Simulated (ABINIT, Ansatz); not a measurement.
## A GW run on Ga2O3 (R-3c) in ABINIT, with inputs changed

A base run on Ga2O3 (R-3c), then changed inputs.

Calculated with ABINIT 10.8.3; PBE and many-body steps on it, plane waves.

Report form: the programs' logs are mostly left out.

**1. The starting structure**

Symmetry: R-3c, No. 167, trigonal system. Conventional cell: a = 4.997 Å, b = 4.997 Å, c = 13.451 Å, α = 90.00°, β = 90.00°, γ = 120.00°. Nearest to Ga lie 6 O at 1.93 to 2.08 Å. Nearest to O lie 4 Ga at 1.93 to 2.08 Å. Farther neighbours and most contacts between anions are not listed.

Coordinates:

```cif
data_structure
_symmetry_space_group_name_H-M 'P 1'
_symmetry_Int_Tables_number 1
_cell_length_a 5.3317
_cell_length_b 5.3317
_cell_length_c 5.3317
_cell_angle_alpha 55.894
_cell_angle_beta 55.894
_cell_angle_gamma 55.894
_cell_volume 96.97
loop_
_atom_site_label
_atom_site_type_symbol
_atom_site_fract_x
_atom_site_fract_y
_atom_site_fract_z
_atom_site_occupancy
Ga1 Ga 0.85559 0.85559 0.85559 1
Ga2 Ga 0.64441 0.64441 0.64441 1
Ga3 Ga 0.14441 0.14441 0.14441 1
Ga4 Ga 0.35559 0.35559 0.35559 1
O5 O 0.75000 0.44683 0.05317 1
O6 O 0.44683 0.05317 0.75000 1
O7 O 0.05317 0.75000 0.44683 1
O8 O 0.25000 0.55317 0.94683 1
O9 O 0.94683 0.25000 0.55317 1
O10 O 0.55317 0.94683 0.25000 1
```

The cell and positions are those that the Materials Project relaxed with its own functionals (PBE, PBE+U or r2SCAN), kept fixed. This is not the form that Ga2O3 usually takes at ambient conditions.

**2. Screening, 4×4×4 mesh, 241 bands, screening to 141.5 eV**

This step: ABINIT 10.8.3; RPA screening on PBE, plane waves, norm-conserving pseudopotentials.

The RPA dielectric matrix is built and inverted for each q.

run.abi

```
acell 3*1.0 Angstrom
rprim 
  2.498699193881 1.442624652211 4.483549768500
  -2.498699193881 1.442624652211 4.483549768500
  0.000000000000 -2.885249304422 4.483549768500
ntypat 2
znucl 31 8
natom 10
typat 1 1 1 1 2 2 2 2 2 2
xred 
  0.855585580000 0.855585580000 0.855585580000
  0.644414420000 0.644414420000 0.644414420000
  0.144414420000 0.144414420000 0.144414420000
  0.355585580000 0.355585580000 0.355585580000
  0.750000000000 0.446832820000 0.053167180000
  0.446832820000 0.053167180000 0.750000000000
  0.053167180000 0.750000000000 0.446832820000
  0.250000000000 0.553167180000 0.946832820000
  0.946832820000 0.250000000000 0.553167180000
  0.553167180000 0.946832820000 0.250000000000
pp_dirpath "pseudos"
pseudos "Ga.upf, O.upf"
ecut 45
ngkpt 4 4 4
nshiftk 1
shiftk 0 0 0
kptopt 1
chksymbreak 0
istwfk *1
occopt 1
irdwfk 1
optdriver 3
nband 241
ecuteps 5.2
inclvkb 2
awtr 1
symchi 1
indata_prefix "in"
outdata_prefix "out"
tmpdata_prefix "tmp"
```

The run is started by

```bash
$ OMP_NUM_THREADS=1 mpirun -n 16 abinit run.abi > log
```

Wall time 29 min (16 MPI ranks of Arm Neoverse V1, shared host); peak memory 30 GiB.

Numbers from this step:

```
ε∞ with local fields, on this mesh, along the program's q direction : 4.166
the same without local fields                                       : 4.368
plasma frequency                                                    : 41.31 eV
plane waves in the screening matrix                                 : 363
```

Local fields lower ε∞ by 5 %.

**3. Base**

The self-energy is evaluated for the states that the input lists, and the levels follow from it, in one-shot runs by the linearised quasiparticle equation.

This step: G0W0 on PBE, plane waves, norm-conserving pseudopotentials.

Changes to run.abi since step 2:

```diff
@@ -31,8 +31,17 @@
 irdwfk 1
-optdriver 3
+optdriver 4
 nband 241
+gwcalctyp 0
+ecutsigx 45
+symsigma 1
+nkptgw 2
+kptgw 
+  0.2500000000 0.0000000000 0.0000000000
+  0.0000000000 0.0000000000 0.0000000000
+bdgw 
+  59 62
+  59 62
 ecuteps 5.2
-inclvkb 2
-awtr 1
-symchi 1
+irdscr 1
+ppmodel 1
 indata_prefix "in"
```

Wall time 76 s (16 MPI ranks); peak memory 9.6 GiB; 17 min of CPU time.

Numbers from this step:

```yaml
g0w0_gap_on_the_points_computed: 4.254 eV
starting_gap_on_the_mesh: 2.857 eV
k_of_the_valence_top: 0.25, 0, 0
k_of_the_conduction_bottom: 0, 0, 0
z_at_the_valence_top: 0.802
z_at_the_conduction_bottom: 0.846
least_direct_g0w0_gap_on_the_computed_points: 4.471 eV
```

The gap on the mesh goes from 2.86 eV to 4.25 eV, a correction of +1.40 eV.

**4. No symmetry in the self-energy**

Changes to run.abi since step 3:

```diff
@@ -35,3 +35,3 @@
 ecutsigx 45
-symsigma 1
+symsigma 0
 nkptgw 2
```

Elapsed: 2.5 min, on 16 MPI ranks; peak memory 9.6 GiB.

Numbers from this step:

```yaml
g0w0_gap_on_the_points_computed: 4.254 eV
starting_gap_on_the_mesh: 2.857 eV
k_of_the_valence_top: 0.25, 0, 0
k_of_the_conduction_bottom: 0, 0, 0
z_at_the_valence_top: 0.802
z_at_the_conduction_bottom: 0.846
least_direct_g0w0_gap_on_the_computed_points: 4.471 eV
```

Against G0W0 in ABINIT (4×4×4 mesh, 241 bands, screening to 141.5 eV, Godby-Needs plasmon pole), the gap moves by +0.000 eV.

**5. Side by side**

Times are wall times on 16 MPI ranks of Arm Neoverse V1, shared host, good to a factor of about two. A run's time includes the screening step that it read.

| run | mesh | bands | screening cutoff (eV) | DFT gap (eV) | gap on the mesh (eV) | direct (eV) | ε∞ used | time |
| --- | --- | --- | --- | --- | --- | --- | --- | --- |
| base | 4×4×4 | 241 | 141.5 | 2.857 | 4.254 | 4.471 | 4.17 | 30 min |
| no symmetry in the self-energy | 4×4×4 | 241 | 141.5 | 2.857 | 4.254 | 4.471 | 4.17 | 31 min |

**6. What came out**

| Quantity | Value |
| --- | --- |
| base | 4.254 eV |
| no symmetry in the self-energy | 4.254 eV |
| known limits | not at the basis limit; no spin-orbit coupling |

**Reading.** No symmetry in the self-energy: no change against base (keys changed: symsigma). Bands and cutoff are finite, so the gap is not at the basis limit. The miss can reach some tenths of an eV and take either sign; the mesh is an error of its own. In the G0W0 runs levels were corrected at 2 k points alone, so a gap called «on the mesh» is the least over those, and an edge elsewhere would be missed. The many-body steps are scalar-relativistic: spin-orbit coupling is not in them.

[Paths, hosts, dates, memory and timing lines, banners, echoed tables and standing remarks are left out of the program output.]

[Logs are printed without paths, hosts, clocks, repeated set-up lines and the standing remarks that a program may print on its own settings, such as how far it seeks lower states.]

[Runs of the session that timed out or met a known fault of the program may be left out.]

[Hosts, paths, dates, database ids (printed as entryN), source tags and the programs' standing remarks are cut or masked in the printed files.]

[G0W0 gaps are taken among the corrected bands and points alone; a level outside them can change the order at an edge.]

[Where Ansatz stands beside ABINIT at settings called matched, ABINIT's density can come from a denser mesh and the files from another edition; pairs whose starting gaps differed by over 0.03 eV were left out, so agreement reads better than it is.]
